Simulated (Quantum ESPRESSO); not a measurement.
# Collinear magnetic orders of MnCuAs with Quantum ESPRESSO, part 3 of 3

Does MnCuAs prefer parallel or opposed moments, or none?

Quantum ESPRESSO 7.5; PBE; plane waves with GBRV 1.5 PBE potentials, no spin-orbit coupling.

So far, absolute magnetization (μB): step 2 (run 1, typed as ferro ++) 7.73; step 3 (run 2, typed as antiferro +−) 7.67.

### Step 6. Start 5: antiferro q=(1/2,1/2,1/2) +−+−

This order needs a doubled cell of 12 atoms.

Input file pw.in:

```
&CONTROL
  calculation = 'scf'
  prefix = 'pwscf'
  outdir = './tmp'
  pseudo_dir = './pseudo'
  disk_io = 'nowf'
/
&SYSTEM
  ibrav = 0
  celldm(1) = 8
  nat = 12
  ntyp = 4
  ecutwfc = 40
  ecutrho = 280
  nbnd = 96
  occupations = 'smearing'
  smearing = 'fd'
  degauss = 0.00367493
  nspin = 2
  starting_magnetization(1) = 0.2333
  starting_magnetization(2) = -0.2333
  starting_magnetization(3) = 0
  starting_magnetization(4) = 0
/
&ELECTRONS
  conv_thr = 2.4d-08
  electron_maxstep = 150
  mixing_beta = 0.3
/
ATOMIC_SPECIES
Mn1    54.9380 mn_pbe_v1.5.uspp.F.UPF
Mn2    54.9380 mn_pbe_v1.5.uspp.F.UPF
Cu     63.5460 cu_pbe_v1.2.uspp.F.UPF
As     74.9216 as_pbe_v1.uspp.F.UPF
CELL_PARAMETERS alat
   1.7477561976295    0.0000000000000    0.0000000000000
   0.8738780988147    0.8738780988147    0.0000000000000
   0.8738780988147    0.0000000000000    1.5137703088783
ATOMIC_POSITIONS crystal
Mn1     0.6679900000    0.5000000000    0.1640200000
Mn2     0.1679900000    0.5000000000    0.1640200000
Mn1     0.8320100000    0.0000000000    0.8359800000
Mn2     0.3320100000    0.0000000000    0.8359800000
Cu      0.7500000000    0.0000000000    0.5000000000
Cu      0.2500000000    0.0000000000    0.5000000000
Cu      0.7500000000    0.5000000000    0.5000000000
Cu      0.2500000000    0.5000000000    0.5000000000
As      0.3618770000    0.5000000000    0.7762460000
As      0.8618770000    0.5000000000    0.7762460000
As      0.1381230000    0.0000000000    0.2237540000
As      0.6381230000    0.0000000000    0.2237540000
K_POINTS automatic
4 8 8 0 0 0
```

Started as:

```bash
$ OMP_NUM_THREADS=1 mpirun -n 4 pw.x -nk 4 -in pw.in > pw.out
```

Log:

```text
     [... lines left out ...]
Program PWSCF v.7.5 starts
     [... lines left out ...]
     number of atoms/cell      =           12
     [... lines left out ...]
     number of electrons       =       156.00
     number of Kohn-Sham states=           96
     kinetic-energy cutoff     =      40.0000  Ry
     charge density cutoff     =     280.0000  Ry
     scf convergence threshold =      2.4E-08
     [... lines left out ...]
      8 Sym. Ops., with inversion, found ( 6 have fractional translation)
     [... lines left out ...]
     number of k points=    55  Fermi-Dirac smearing, width (Ry)=  0.0037
     [... lines left out ...]
     iteration # 20     ecut=    40.00 Ry     beta= 0.30
     [... lines left out ...]
     Magnetic moment per site  (integrated on atomic sphere of radius R)
     atom   1 (R=0.242)  charge= 13.1575  magn=  3.4107
     atom   2 (R=0.242)  charge= 13.1575  magn= -3.4107
     atom   3 (R=0.242)  charge= 13.1575  magn=  3.4107
     atom   4 (R=0.242)  charge= 13.1575  magn= -3.4107
     atom   5 (R=0.249)  charge= 17.8124  magn=  0.0000
     atom   6 (R=0.249)  charge= 17.8124  magn= -0.0000
     atom   7 (R=0.249)  charge= 17.8124  magn=  0.0000
     atom   8 (R=0.249)  charge= 17.8124  magn= -0.0000
     atom   9 (R=0.242)  charge=  2.8143  magn=  0.0096
     atom  10 (R=0.242)  charge=  2.8143  magn= -0.0096
     atom  11 (R=0.242)  charge=  2.8143  magn=  0.0096
     atom  12 (R=0.242)  charge=  2.8143  magn= -0.0096
     [... lines left out ...]
     the Fermi energy is    13.6493 ev
!    total energy              =   -2621.07624572 Ry
     estimated scf accuracy    <       0.00000002 Ry
     smearing contrib. (-TS)   =      -0.00365382 Ry
     [... lines left out ...]
     total magnetization       =    -0.00 Bohr mag/cell
     absolute magnetization    =    15.40 Bohr mag/cell
     convergence has been achieved in  20 iterations
```

Run time: 9.3 min. Hardware: 4 MPI ranks of Intel Xeon 6975P-C (Granite Rapids), shared host; peak memory 1.7 GiB.

Numbers from this step:

* smearing term TS: 0.04971 eV
* magnetization: 0 μB
* absolute magnetization: 15.40 μB
* final state: antiferromagnetic
* largest moment: 3.411 μB

### Step 7. Run 6 (antiferro q=(0,0,1/2) +−−+)

The cell is doubled to 12 atoms to hold this order.

Input file pw.in:

```
&CONTROL
  calculation = 'scf'
  prefix = 'pwscf'
  outdir = './tmp'
  pseudo_dir = './pseudo'
  disk_io = 'nowf'
/
&SYSTEM
  ibrav = 0
  celldm(1) = 8
  nat = 12
  ntyp = 4
  ecutwfc = 40
  ecutrho = 280
  nbnd = 96
  occupations = 'smearing'
  smearing = 'fd'
  degauss = 0.00367493
  nspin = 2
  starting_magnetization(1) = 0.2333
  starting_magnetization(2) = -0.2333
  starting_magnetization(3) = 0
  starting_magnetization(4) = 0
/
&ELECTRONS
  conv_thr = 2.4d-08
  electron_maxstep = 150
  mixing_beta = 0.3
/
ATOMIC_SPECIES
Mn1    54.9380 mn_pbe_v1.5.uspp.F.UPF
Mn2    54.9380 mn_pbe_v1.5.uspp.F.UPF
Cu     63.5460 cu_pbe_v1.2.uspp.F.UPF
As     74.9216 as_pbe_v1.uspp.F.UPF
CELL_PARAMETERS alat
   0.8738780988147    0.0000000000000    0.0000000000000
   0.0000000000000    0.8738780988147    0.0000000000000
   0.0000000000000    0.0000000000000    3.0275406177566
ATOMIC_POSITIONS crystal
Mn1     0.0000000000    0.5000000000    0.0820100000
Mn2     0.0000000000    0.5000000000    0.5820100000
Mn2     0.5000000000    0.0000000000    0.4179900000
Mn1     0.5000000000    0.0000000000    0.9179900000
Cu      0.0000000000    0.0000000000    0.2500000000
Cu      0.0000000000    0.0000000000    0.7500000000
Cu      0.5000000000    0.5000000000    0.2500000000
Cu      0.5000000000    0.5000000000    0.7500000000
As      0.0000000000    0.5000000000    0.3881230000
As      0.0000000000    0.5000000000    0.8881230000
As      0.5000000000    0.0000000000    0.1118770000
As      0.5000000000    0.0000000000    0.6118770000
K_POINTS automatic
8 8 4 0 0 0
```

Log:

```text
     [... lines left out ...]
Program PWSCF v.7.5 starts
     [... lines left out ...]
     number of atoms/cell      =           12
     [... lines left out ...]
     number of electrons       =       156.00
     number of Kohn-Sham states=           96
     kinetic-energy cutoff     =      40.0000  Ry
     charge density cutoff     =     280.0000  Ry
     scf convergence threshold =      2.4E-08
     [... lines left out ...]
     16 Sym. Ops., with inversion, found ( 8 have fractional translation)
     [... lines left out ...]
     number of k points=    45  Fermi-Dirac smearing, width (Ry)=  0.0037
     [... lines left out ...]
     iteration # 18     ecut=    40.00 Ry     beta= 0.30
     [... lines left out ...]
     Magnetic moment per site  (integrated on atomic sphere of radius R)
     atom   1 (R=0.242)  charge= 13.1599  magn=  3.4398
     atom   2 (R=0.242)  charge= 13.1598  magn= -3.4400
     atom   3 (R=0.242)  charge= 13.1598  magn= -3.4400
     atom   4 (R=0.242)  charge= 13.1599  magn=  3.4398
     atom   5 (R=0.249)  charge= 17.8156  magn=  0.0000
     atom   6 (R=0.249)  charge= 17.8156  magn=  0.0000
     atom   7 (R=0.249)  charge= 17.8156  magn=  0.0000
     atom   8 (R=0.249)  charge= 17.8156  magn=  0.0000
     atom   9 (R=0.242)  charge=  2.8095  magn=  0.0496
     atom  10 (R=0.242)  charge=  2.8097  magn= -0.0496
     atom  11 (R=0.242)  charge=  2.8097  magn= -0.0496
     atom  12 (R=0.242)  charge=  2.8095  magn=  0.0496
     [... lines left out ...]
     the Fermi energy is    13.6420 ev
!    total energy              =   -2621.07776992 Ry
     estimated scf accuracy    <       0.00000002 Ry
     smearing contrib. (-TS)   =      -0.00378291 Ry
     [... lines left out ...]
     total magnetization       =    -0.00 Bohr mag/cell
     absolute magnetization    =    15.42 Bohr mag/cell
     convergence has been achieved in  18 iterations
```

Wall time 6.9 min (4 MPI ranks); peak memory 1.5 GiB; 27 min of CPU time.

This step gave:

* smearing term TS: 0.05147 eV
* magnetization: 0 μB
* absolute magnetization: 15.42 μB
* final state: antiferromagnetic
* largest moment: 3.440 μB

### Step 8. Start 7: no spin polarisation

Input file pw.in:

```
&CONTROL
  calculation = 'scf'
  prefix = 'pwscf'
  outdir = './tmp'
  pseudo_dir = './pseudo'
  disk_io = 'nowf'
/
&SYSTEM
  ibrav = 0
  celldm(1) = 8
  nat = 6
  ntyp = 3
  ecutwfc = 40
  ecutrho = 280
  nbnd = 50
  occupations = 'smearing'
  smearing = 'fd'
  degauss = 0.00367493
/
&ELECTRONS
  conv_thr = 1.2d-08
  electron_maxstep = 150
  mixing_beta = 0.3
/
ATOMIC_SPECIES
Mn     54.9380 mn_pbe_v1.5.uspp.F.UPF
Cu     63.5460 cu_pbe_v1.2.uspp.F.UPF
As     74.9216 as_pbe_v1.uspp.F.UPF
CELL_PARAMETERS alat
   0.8738780988147    0.0000000000000    0.0000000000000
   0.0000000000000    0.8738780988147    0.0000000000000
   0.0000000000000    0.0000000000000    1.5137703088783
ATOMIC_POSITIONS crystal
Mn      0.0000000000    0.5000000000    0.1640200000
Mn      0.5000000000    0.0000000000    0.8359800000
Cu      0.0000000000    0.0000000000    0.5000000000
Cu      0.5000000000    0.5000000000    0.5000000000
As      0.0000000000    0.5000000000    0.7762460000
As      0.5000000000    0.0000000000    0.2237540000
K_POINTS automatic
8 8 8 0 0 0
```

Log:

```text
     [... lines left out ...]
Program PWSCF v.7.5 starts
     [... lines left out ...]
     number of atoms/cell      =            6
     [... lines left out ...]
     number of electrons       =        78.00
     number of Kohn-Sham states=           50
     kinetic-energy cutoff     =      40.0000  Ry
     charge density cutoff     =     280.0000  Ry
     scf convergence threshold =      1.2E-08
     [... lines left out ...]
     16 Sym. Ops., with inversion, found ( 8 have fractional translation)
     [... lines left out ...]
     number of k points=    75  Fermi-Dirac smearing, width (Ry)=  0.0037
     [... lines left out ...]
     iteration # 16     ecut=    40.00 Ry     beta= 0.30
     [... lines left out ...]
     the Fermi energy is    13.1958 ev
!    total energy              =   -1310.38462436 Ry
     estimated scf accuracy    <          5.1E-09 Ry
     smearing contrib. (-TS)   =      -0.00998572 Ry
     [... lines left out ...]
     convergence has been achieved in  16 iterations
```

Elapsed: 58 s, on 4 MPI ranks; peak memory 0.61 GiB.

Read from the output:

```
smearing term TS : 0.1359 eV
final state      : non-magnetic (no spin polarisation)
```

### Step 9. Ranking

An order is kept where moments of 0.15 μB or more survive with the typed signs; meshes match where a doubled cell samples the same k points as the first cell.

Orders:

| start | final state | typed order kept | energy over the lowest (meV a seeded atom) | largest site moment (μB) | net moment (μB a cell of the first run) | mesh matched | CPU time (s) |
| --- | --- | --- | --- | --- | --- | --- | --- |
| ferro ++ | ferromagnetic | yes | 152.6 | 3.436 | 7.304 | yes | 405.9 |
| antiferro +- | antiferromagnetic | yes | 0 | 3.398 | 0 | yes | 459.9 |
| antiferro q=(0,0,1/2) +-+- | antiferromagnetic | yes | 35.01 | 3.415 | 0 | yes | 1385 |
| antiferro q=(0,1/2,0) +-+- | antiferromagnetic | yes | 153 | 3.403 | 0 | yes | 2609 |
| antiferro q=(1/2,1/2,1/2) +-+- | antiferromagnetic | yes | 81.13 | 3.411 | 0 | yes | 2241 |
| antiferro q=(0,0,1/2) +--+ | antiferromagnetic | yes | 75.94 | 3.44 | 0 | yes | 1646 |
| no spin polarisation | non-magnetic | - | 1125 | 0 | 0 | yes | 229.6 |

### Step 10. Summary of results

```json
{
  "lowest state found": "antiferromagnetic (from antiferro +-)",
  "largest site moment": "3.40 μB",
  "next state with moments": "antiferromagnetic, 35.0 meV a seeded atom higher",
  "state without moments": "1125 meV a seeded atom higher"
}
```

**Reading.** Forming the moments gains more than four times the spread of the orders, as local moments do. Only these 7 starts were compared; other wavevectors, canted and longer-period orders were not.

[Logs and program files are shortened in this print: banners, set-up blocks, solver, clock and traceback lines can be left out without a mark of their own.]

[Logs are printed without paths, hosts, clocks, repeated set-up lines and the standing remarks that a program may print on its own settings, such as how far it seeks lower states.]

[Hosts, paths, dates, database ids (printed as entryN), source tags and the programs' standing remarks are cut or masked in the printed files.]

[Where a cell is said to come from a database of computed structures, the database is the Materials Project.]
